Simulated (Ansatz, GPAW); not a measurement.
## A 9-layer slab of Rh(100): work function by functional and basis

How far do functional and basis move the work function of a 9-layer slab of Rh(100)?

Program: GPAW 26.7.0 and Ansatz 0.2.0. Level of theory: Ansatz plane waves; slab in vacuum with a dipole correction, relaxation, in the first sound run; inputs show where later runs differ. Results are calculated unless marked as measured.

Most raw output is cut from this account.

## 1. Set-up

The cell holds 9 atoms: 9 Rh. Its edges and angles: a = 2.687 Å, b = 2.687 Å, c = 31.200 Å, α = 90.0°, β = 90.0°, γ = 90.0°. Vacuum lies along c.

Structure file:

```cif
data_structure
_symmetry_space_group_name_H-M 'P 1'
_symmetry_Int_Tables_number 1
_cell_length_a 2.6870
_cell_length_b 2.6870
_cell_length_c 31.2000
_cell_angle_alpha 90.000
_cell_angle_beta 90.000
_cell_angle_gamma 90.000
_cell_volume 225.26
loop_
_atom_site_label
_atom_site_type_symbol
_atom_site_fract_x
_atom_site_fract_y
_atom_site_fract_z
_atom_site_occupancy
Rh1 Rh 0.00000 0.00000 0.25641 1
Rh2 Rh 0.50000 0.50000 0.31731 1
Rh3 Rh 0.00000 0.00000 0.37821 1
Rh4 Rh 0.50000 0.50000 0.43910 1
Rh5 Rh 0.00000 0.00000 0.50000 1
Rh6 Rh 0.50000 0.50000 0.56090 1
Rh7 Rh 0.00000 0.00000 0.62179 1
Rh8 Rh 0.50000 0.50000 0.68269 1
Rh9 Rh 0.00000 0.00000 0.74359 1
```

## 2. Relaxation

The atoms are relaxed first, since the surface dipole, and with it the work function, follows the positions of the outer layers. The lowest 4 atoms are held at bulk positions and keep their forces.

File input.yaml:

```yaml
crystal:
  lattice:
    - [2.6870057685, 0.0, 0.0]
    - [0.0, 2.6870057685, 0.0]
    - [0.0, 0.0, 31.2]
  atoms:
    - { symbol: Rh, position: [0.0, 0.0, 0.2564102564] }
    - { symbol: Rh, position: [0.5, 0.5, 0.3173076923] }
    - { symbol: Rh, position: [0.0, 0.0, 0.3782051282] }
    - { symbol: Rh, position: [0.5, 0.5, 0.4391025641] }
    - { symbol: Rh, position: [0.0, 0.0, 0.5] }
    - { symbol: Rh, position: [0.5, 0.5, 0.5608974359] }
    - { symbol: Rh, position: [0.0, 0.0, 0.6217948718] }
    - { symbol: Rh, position: [0.5, 0.5, 0.6826923077] }
    - { symbol: Rh, position: [0.0, 0.0, 0.7435897436] }
kpoints:
  mp_grid: { grid: [12, 12, 1] }
hamiltonian:
  xc: pbe
scf:
  occupations: { method: fermi_dirac, width: 0.1 }
efield:
  axis: 3
  dipole_correction: true
  ramp_width: 0.05
relax:
  f_tol: 0.02
  max_steps: 60
  constraints: [{ sites: [0, 1, 2, 3] }]
output:
  write_potential: true
  write_density: true
  volumetric_format: npy
```

Run with:

```
> ansatz run input.yaml --threads 4 --pin off --max-ram 8192MiB --backend cpu --events-out ev --progress --plain --runs-dir out
```

It took 67 s on 4 threads of Arm Neoverse V1, shared host; peak memory 0.97 GiB.

The steps of the relaxation:

```tsv
step	energy less that of the first step (eV)	largest force component (eV/Å)
1	0.0000	0.5683
2	-0.0194	0.1836
3	-0.0253	0.0117
4	-0.0253	0.0116
```

The run keeps the 8 symmetry operations that it works with, so distortions that break them were not tested.

The atoms that moved most (Å):

```tsv
atom	dx	dy	dz	length
Rh8	0.000	0.000	0.125	0.125
Rh7	0.000	0.000	0.090	0.090
Rh9	0.000	0.000	0.077	0.077
Rh6	0.000	0.000	0.053	0.053
Rh5	0.000	0.000	0.031	0.031
```

The relaxed structure:

```
Rh
1.0
     2.68701    0.00000    0.00000
     0.00000    2.68701    0.00000
     0.00000    0.00000   31.20000
Rh
9
Direct
  0.00000 0.00000 0.25641
  0.50000 0.50000 0.31731
  0.00000 0.00000 0.37821
  0.50000 0.50000 0.43910
  0.00000 0.00000 0.50098
  0.50000 0.50000 0.56260
  0.00000 0.00000 0.62467
  0.50000 0.50000 0.68669
  0.00000 0.00000 0.74607
```

This step gave:

| Item | Value |
| --- | --- |
| free energy | -57624.0066 eV |
| smearing term TS | 0.4490 eV |
| symmetry operations | 8 |
| upper work function | 5.081 eV |
| lower work function | 5.071 eV |
| dipole along the normal | -4.17e-4 e·Å |
| dipole field | -3.35e-4 V/Å |
| vacuum level above | 15.09 eV |
| vacuum level below | 15.08 eV |

The electrostatic potential energy of an electron (with the applied field's), less the Fermi level, planar mean oscillates, so the rows of the table below give means over windows of 1.88 Å about each position, cut where the curve ends. Its maxima inside the range that stand out by 2 % of the span (Å: eV): 9.0: -3.05, 10.8: -3.37, 12.7: -3.45, 14.7: -3.17, 16.6: -3.02, 18.5: -2.88, 20.5: -3.03, 22.4: -3.85. Its minima: 7.9: -21.7, 10.0: -22.0, 11.8: -22.2, 13.7: -22.2, 15.6: -22.1, 17.6: -22.0, 19.5: -22.1, 21.4: -22.1, 23.3: -21.9.

Electrostatic potential energy of an electron (with the applied field's), less the Fermi level, planar mean against z; means over each step:

z (Å), electrostatic potential energy of an electron (with the applied field's), less the Fermi level, planar mean (eV) and a bar from the least value:
```
     0.94        5.1 ##############################
     2.82        5.1 ##############################
     4.70        5.0 ##############################
     6.58        1.6 ########################
     8.46      -12.8 #
    10.34      -13.2 
    12.22      -13.3 
    14.10      -13.0 #
    15.98      -13.1 #
    17.86      -13.0 #
    19.74      -13.1 #
    21.62      -13.4 
    23.50      -11.9 ##
    25.38        4.6 #############################
    27.26        5.1 ##############################
    29.14        5.1 ##############################
    31.02        5.1 ##############################
```

The valence density, planar mean oscillates, so the rows of the table below give means over windows of 1.88 Å about each position, cut where the curve ends. Its maxima inside the range that stand out by 2 % of the span (Å: e/Å³): 7.9: 2.17, 10.0: 2.19, 11.8: 2.21, 13.7: 2.22, 15.6: 2.22, 17.6: 2.19, 19.5: 2.22, 21.4: 2.21, 23.3: 2.20. Its minima: 9.0: 0.436, 10.8: 0.436, 12.7: 0.438, 14.7: 0.425, 16.6: 0.420, 18.5: 0.412, 20.5: 0.419, 22.4: 0.475.

Valence density, planar mean against z; means over each step:

z (Å), valence density, planar mean (e/Å³) and a bar:
```
     2.82       0.00 
     4.70       0.00 
     6.58       0.18 ####
     8.46       1.24 ##############################
    10.34       1.24 ##############################
    12.22       1.24 ##############################
    14.10       1.23 #############################
    15.98       1.23 #############################
    17.86       1.23 #############################
    19.74       1.23 ##############################
    21.62       1.25 ##############################
    23.50       1.17 ############################
    25.38       0.02 
    27.26       0.00
```

The relaxation lowered the energy of the cell by 0.0253 eV.

## 3. Plane waves, PBE

The work function is the vacuum plateau of the electrostatic potential less the Fermi level; a dipole layer lets the two faces have plateaus of their own.

This step: GPAW, PAW setups; slab in vacuum (GPAW 26.7.0).

File run.py:

```python
import json
import numpy as np
from ase import Atoms
from gpaw import GPAW, PW

slab = Atoms(
    ['Rh', 'Rh', 'Rh', 'Rh', 'Rh', 'Rh', 'Rh', 'Rh', 'Rh'],
    positions=[
        [0.00000, 0.00000, 8.00000],
        [1.34350, 1.34350, 9.90000],
        [0.00000, 0.00000, 11.80000],
        [1.34350, 1.34350, 13.70000],
        [0.00000, 0.00000, 15.63060],
        [1.34350, 1.34350, 17.55314],
        [0.00000, 0.00000, 19.48963],
        [1.34350, 1.34350, 21.42461],
        [0.00000, 0.00000, 23.27746]],
    cell=[[2.68701, 0.0, 0.0], [0.0, 2.68701, 0.0], [0.0, 0.0, 31.2]],
    pbc=[True, True, False])

slab.calc = GPAW(mode=PW(400), xc='PBE', kpts={'size': (12, 12, 1), 'gamma': True},
                 occupations={'name': 'fermi-dirac', 'width': 0.1}, nbands='160%',
                 convergence={'density': 1e-05}, maxiter=200,
                 poissonsolver={'dipolelayer': 'xy'},
                 symmetry={'tolerance': 1e-3}, txt='slab.txt')
result = {}
energy = slab.get_potential_energy()
fermi = slab.calc.get_fermi_level()
v = slab.calc.get_electrostatic_potential().mean((0, 1)) - fermi
n = slab.calc.get_pseudo_density().mean((0, 1))
L = slab.cell[2, 2]
z = np.arange(len(v)) * L / len(v)
low, high = slab.positions[:, 2].min(), slab.positions[:, 2].max()
below, above = np.interp([low - 5.8, high + 5.8], z, v)
slopes = [np.interp(x, z, np.gradient(v, z)) for x in (low - 5.8, high + 5.8)]
eps = np.array([[slab.calc.get_eigenvalues(k, s) for k in range(len(slab.calc.get_ibz_k_points()))]
                for s in range(slab.calc.get_number_of_spins())]) - fermi
top, bottom = eps[eps < 0].max(), eps[eps > 0].min()
dipole = slab.get_dipole_moment()[2]
print(f'energy {energy:.4f} eV, Fermi level {fermi:.4f} eV, dipole {dipole:.5f} e A')
print(f'potential 5.8 A off the faces, from the Fermi level: lower {below:.4f} eV, upper {above:.4f} eV')
print(f'slope of the potential there: lower {slopes[0]:.5f}, upper {slopes[1]:.5f} eV/A')
print(f'nearest levels on the mesh: {top:.4f} and {bottom:.4f} eV')
print('magnetic moment', round(slab.get_magnetic_moment(), 3))
result.update(energy=energy, fermi=fermi, dipole=dipole, below=below, above=above, slopes=slopes, edges=[top, bottom],
              z=z.tolist(), v=v.tolist(), n=n.tolist(), positions=slab.positions.tolist(),
              forces=slab.get_forces(apply_constraint=False).tolist(), moments=slab.get_magnetic_moments().tolist())
json.dump(result, open('result.json', 'w'))
```

Run with:

```
> OMP_NUM_THREADS=1 OPENBLAS_NUM_THREADS=1 python run.py
```

Elapsed: 30 min, on 1 thread; peak memory 0.42 GiB.

Numbers from this step:

| Quantity | Value |
| --- | --- |
| dipole along the normal | -3.45e-4 e·Å |
| levels nearest the Fermi level on the mesh | -0.009463, 0.006742 eV from the Fermi level |
| upper work function | 5.061 eV |
| lower work function | 5.051 eV |

The electrostatic potential energy of an electron (without an applied field's), less the Fermi level, planar mean oscillates, so the rows of the table below give means over windows of 1.95 Å about each position, cut where the curve ends. Its maxima inside the range that stand out by 2 % of the span (Å: eV): 9.0: -2.90, 10.8: -3.14, 12.8: -3.17, 14.6: -2.79, 16.6: -2.83, 18.5: -2.67, 20.5: -2.71, 22.3: -3.48. Its minima: 8.0: -21.7, 9.9: -22.0, 11.8: -22.2, 13.7: -22.0, 15.6: -22.1, 17.6: -22.1, 19.5: -22.1, 21.4: -22.2, 23.3: -21.7.

The electrostatic potential energy of an electron (without an applied field's), less the Fermi level, planar mean by z; means over each step:

```tsv
z (Å)	electrostatic potential energy of an electron (without an applied field's), less the Fermi level, planar mean (eV)
0.97	5.05
2.92	5.05
4.87	5.01
6.82	-0.775
8.77	-11.8
10.72	-12.1
12.67	-12.1
14.62	-11.7
16.57	-11.8
18.52	-11.6
20.47	-11.7
22.42	-12.5
24.38	-1.76
26.32	5.01
28.27	5.06
30.22	5.06
```

The pseudo valence density, planar mean oscillates, so the rows of the table below give means over windows of 1.95 Å about each position, cut where the curve ends. Its maxima inside the range that stand out by 2 % of the span (Å: e/Å³): 8.0: 2.26, 10.0: 2.22, 11.7: 2.15, 13.7: 2.24, 15.6: 2.26, 17.6: 2.27, 19.5: 2.27, 21.4: 2.27, 23.2: 2.16. Its minima: 8.9: 0.424, 10.8: 0.417, 12.8: 0.417, 14.7: 0.404, 16.7: 0.413, 18.4: 0.408, 20.4: 0.407, 22.3: 0.446.

Table of pseudo valence density, planar mean by z; means over each step:

```tsv
z (Å)	pseudo valence density, planar mean (e/Å³)
2.92	9.8e-6
4.87	0.00145
6.82	0.324
8.77	1.11
10.72	1.12
12.67	1.12
14.62	1.09
16.57	1.10
18.52	1.08
20.47	1.08
22.42	1.17
24.38	0.399
26.32	0.00179
28.27	1.2e-5
```

Force by atom:

```tsv
atom	x (eV/Å)	y (eV/Å)	z (eV/Å)	size
Rh1	0.000	0.000	0.211	0.211
Rh2	0.000	0.000	-0.568	0.568
Rh3	0.000	0.000	-0.060	0.060
Rh4	0.000	0.000	0.327	0.327
Rh5	0.000	0.000	0.004	0.004
Rh6	0.000	0.000	0.003	0.003
Rh7	0.000	0.000	-0.010	0.010
Rh8	0.000	0.000	-0.009	0.009
Rh9	0.000	0.000	0.111	0.111
```

The potential is flat to 9.6e-5 eV/Å where it is read, so the vacuum is wide enough. The geometry is the other program's minimum; here the largest force on a free atom is 0.11 eV/Å.

## 4. Self-consistent run: xc = "revPBE"

The same geometry under revPBE, to see how far the functional moves the levels against the vacuum.

Edit run.py of step 3 so:

```diff
@@ -20,3 +20,3 @@
 
-slab.calc = GPAW(mode=PW(400), xc='PBE', kpts={'size': (12, 12, 1), 'gamma': True},
+slab.calc = GPAW(mode=PW(400), xc='revPBE', kpts={'size': (12, 12, 1), 'gamma': True},
                  occupations={'name': 'fermi-dirac', 'width': 0.1}, nbands='160%',
```

The job ended after 28 min (1 thread; peak memory 0.43 GiB).

Numbers from this step:

```yaml
dipole_along_the_normal: -3.95e-4 e·Å
levels_nearest_the_fermi_level_on_the_mesh: -0.01058, 0.006993 eV from the Fermi level
upper_work_function: 4.909 eV
lower_work_function: 4.898 eV
```

The electrostatic potential energy of an electron (without an applied field's), less the Fermi level, planar mean oscillates, so the rows of the table below give means over windows of 1.95 Å about each position, cut where the curve ends. Its maxima inside the range that stand out by 2 % of the span (Å: eV): 9.0: -2.97, 10.8: -3.21, 12.8: -3.24, 14.6: -2.86, 16.6: -2.90, 18.5: -2.74, 20.5: -2.78, 22.3: -3.56. Its minima: 8.0: -21.7, 9.9: -22.1, 11.8: -22.2, 13.7: -22.0, 15.6: -22.1, 17.6: -22.2, 19.5: -22.1, 21.4: -22.2, 23.3: -21.8.

Table of electrostatic potential energy of an electron (without an applied field's), less the Fermi level, planar mean by z; means over each step:

```tsv
z (Å)	electrostatic potential energy of an electron (without an applied field's), less the Fermi level, planar mean (eV)
0.97	4.90
2.92	4.90
4.87	4.86
6.82	-0.881
8.77	-11.8
10.72	-12.2
12.67	-12.2
14.62	-11.7
16.57	-11.8
18.52	-11.7
20.47	-11.7
22.42	-12.5
24.38	-1.86
26.32	4.86
28.27	4.91
30.22	4.91
```

The pseudo valence density, planar mean oscillates, so the rows of the table below give means over windows of 1.95 Å about each position, cut where the curve ends. Its maxima inside the range that stand out by 2 % of the span (Å: e/Å³): 8.0: 2.26, 10.0: 2.22, 11.7: 2.16, 13.7: 2.24, 15.6: 2.26, 17.6: 2.27, 19.5: 2.27, 21.4: 2.27, 23.2: 2.16. Its minima: 8.9: 0.424, 10.8: 0.416, 12.8: 0.416, 14.7: 0.403, 16.7: 0.412, 18.4: 0.407, 20.4: 0.406, 22.3: 0.445.

Pseudo valence density, planar mean against z; means over each step:

```tsv
z (Å)	pseudo valence density, planar mean (e/Å³)
2.92	1.1e-5
4.87	0.00141
6.82	0.324
8.77	1.11
10.72	1.12
12.67	1.12
14.62	1.09
16.57	1.10
18.52	1.08
20.47	1.08
22.42	1.17
24.38	0.399
26.32	0.00174
28.27	1.3e-5
```

Force by atom:

```tsv
atom	x (eV/Å)	y (eV/Å)	z (eV/Å)	size
Rh1	0.000	0.000	0.025	0.025
Rh2	0.000	0.000	-0.556	0.556
Rh3	0.000	0.000	-0.063	0.063
Rh4	0.000	0.000	0.332	0.332
Rh5	0.000	0.000	0.001	0.001
Rh6	0.000	0.000	0.005	0.005
Rh7	0.000	0.000	-0.008	0.008
Rh8	0.000	0.000	-0.037	0.037
Rh9	0.000	0.000	0.304	0.304
```

The upper face's work function is 4.909 eV, against 5.061 eV in the first plane-wave PBE run at this geometry.

## 5. OptPBE vdW

The same geometry under optPBE-vdW, to see how far the functional moves the levels against the vacuum (the van der Waals functionals take revPBE setups).

Edit run.py of step 4 so:

```diff
@@ -20,3 +20,3 @@
 
-slab.calc = GPAW(mode=PW(400), xc='revPBE', kpts={'size': (12, 12, 1), 'gamma': True},
+slab.calc = GPAW(mode=PW(400), xc='optPBE-vdW', kpts={'size': (12, 12, 1), 'gamma': True},
                  occupations={'name': 'fermi-dirac', 'width': 0.1}, nbands='160%',
```

Wall time 97 s (1 thread); peak memory 0.56 GiB.

The run ended with an error.

The program's message: “LinAlgError: The leading minor of order 95 of B is not positive definite. The factorization of B could not be completed and no eigenvalues or eigenvectors were computed.”

## 6. Self-consistent run: xc = "vdW-DF2"

The same geometry under vdW-DF2, to see how far the functional moves the levels against the vacuum (the van der Waals functionals take revPBE setups).

Edit run.py of step 5 so:

```diff
@@ -20,3 +20,3 @@
 
-slab.calc = GPAW(mode=PW(400), xc='optPBE-vdW', kpts={'size': (12, 12, 1), 'gamma': True},
+slab.calc = GPAW(mode=PW(400), xc='vdW-DF2', kpts={'size': (12, 12, 1), 'gamma': True},
                  occupations={'name': 'fermi-dirac', 'width': 0.1}, nbands='160%',
```

Elapsed: 29 min, on 1 thread; peak memory 0.58 GiB.

Numbers from this step:

* dipole along the normal: -5.12e-4 e·Å
* levels nearest the Fermi level on the mesh: -0.003156, 0.006248 eV from the Fermi level
* upper work function: 5.410 eV
* lower work function: 5.396 eV

The upper face's work function is 5.410 eV, against 5.061 eV in the first plane-wave PBE run at this geometry.

## 7. Self-consistent run: xc = "RPBE"

The same geometry under RPBE, to see how far the functional moves the levels against the vacuum.

Edit run.py of step 6 so:

```diff
@@ -20,3 +20,3 @@
 
-slab.calc = GPAW(mode=PW(400), xc='vdW-DF2', kpts={'size': (12, 12, 1), 'gamma': True},
+slab.calc = GPAW(mode=PW(400), xc='RPBE', kpts={'size': (12, 12, 1), 'gamma': True},
                  occupations={'name': 'fermi-dirac', 'width': 0.1}, nbands='160%',
```

Elapsed: 39 min, on 1 thread; peak memory 0.44 GiB.

This step gave:

| Property | Result |
| --- | --- |
| dipole along the normal | -4.23e-4 e·Å |
| levels nearest the Fermi level on the mesh | -0.01094, 0.007217 eV from the Fermi level |
| upper work function | 4.885 eV |
| lower work function | 4.873 eV |

The electrostatic potential energy of an electron (without an applied field's), less the Fermi level, planar mean oscillates, so the rows of the table below give means over windows of 1.95 Å about each position, cut where the curve ends. Its maxima inside the range that stand out by 2 % of the span (Å: eV): 9.0: -3.00, 10.8: -3.24, 12.8: -3.27, 14.6: -2.89, 16.6: -2.93, 18.5: -2.77, 20.5: -2.81, 22.3: -3.58. Its minima: 8.0: -21.7, 9.9: -22.1, 11.8: -22.2, 13.7: -22.0, 15.6: -22.1, 17.6: -22.2, 19.5: -22.1, 21.4: -22.2, 23.3: -21.8.

Electrostatic potential energy of an electron (without an applied field's), less the Fermi level, planar mean against z; means over each step:

```tsv
z (Å)	electrostatic potential energy of an electron (without an applied field's), less the Fermi level, planar mean (eV)
0.97	4.87
2.92	4.87
4.87	4.83
6.82	-0.914
8.77	-11.8
10.72	-12.2
12.67	-12.2
14.62	-11.8
16.57	-11.9
18.52	-11.7
20.47	-11.7
22.42	-12.5
24.38	-1.90
26.32	4.83
28.27	4.88
30.22	4.88
```

The upper face's work function is 4.885 eV, against 5.061 eV in the first plane-wave PBE run at this geometry.

## 8. Self-consistent run: xc = "LDA"

The same geometry under LDA, to see how far the functional moves the levels against the vacuum.

Edit run.py of step 7 so:

```diff
@@ -20,3 +20,3 @@
 
-slab.calc = GPAW(mode=PW(400), xc='RPBE', kpts={'size': (12, 12, 1), 'gamma': True},
+slab.calc = GPAW(mode=PW(400), xc='LDA', kpts={'size': (12, 12, 1), 'gamma': True},
                  occupations={'name': 'fermi-dirac', 'width': 0.1}, nbands='160%',
```

It took 29 min on 1 thread; peak memory 0.44 GiB.

This step gave:

- dipole along the normal: -2.83e-4 e·Å
- levels nearest the Fermi level on the mesh: -0.001041, 0.001157 eV from the Fermi level
- upper work function: 5.438 eV
- lower work function: 5.430 eV

The upper face's work function is 5.438 eV, against 5.061 eV in the first plane-wave PBE run at this geometry.

## 9. All levels side by side

Times are for 1 thread of Arm Neoverse V1, shared host. The runs compared:

```tsv
no.	run	upper work function (eV)	lower work function (eV)	time	memory (GiB)
1	pw	5.061	5.051	30 min	0.42
2	revPBE	4.909	4.898	28 min	0.43
3	vdW DF2	5.410	5.396	29 min	0.58
4	RPBE	4.885	4.873	39 min	0.44
5	LDA	5.438	5.430	29 min	0.44
```

## 10. Real-space grid

A real-space grid is a second complete basis, so it checks the plane-wave result.

Edit run.py of step 8 so:

```diff
@@ -3,3 +3,3 @@
 from ase import Atoms
-from gpaw import GPAW, PW
+from gpaw import GPAW
 
@@ -20,3 +20,3 @@
 
-slab.calc = GPAW(mode=PW(400), xc='LDA', kpts={'size': (12, 12, 1), 'gamma': True},
+slab.calc = GPAW(mode='fd', h=0.18, xc='PBE', kpts={'size': (12, 12, 1), 'gamma': True},
                  occupations={'name': 'fermi-dirac', 'width': 0.1}, nbands='160%',
```

Run time: 2.1 h. Hardware: 1 thread; peak memory 3.1 GiB.

The run was cut off at its time limit.

[end of part 1 of 2]

[Logs are printed without paths, hosts, clocks, repeated set-up lines and the standing remarks that a program may print on its own settings, such as how far it seeks lower states.]

[Hosts, paths, dates, database ids (printed as entryN), source tags and the programs' standing remarks are cut or masked in the printed files.]
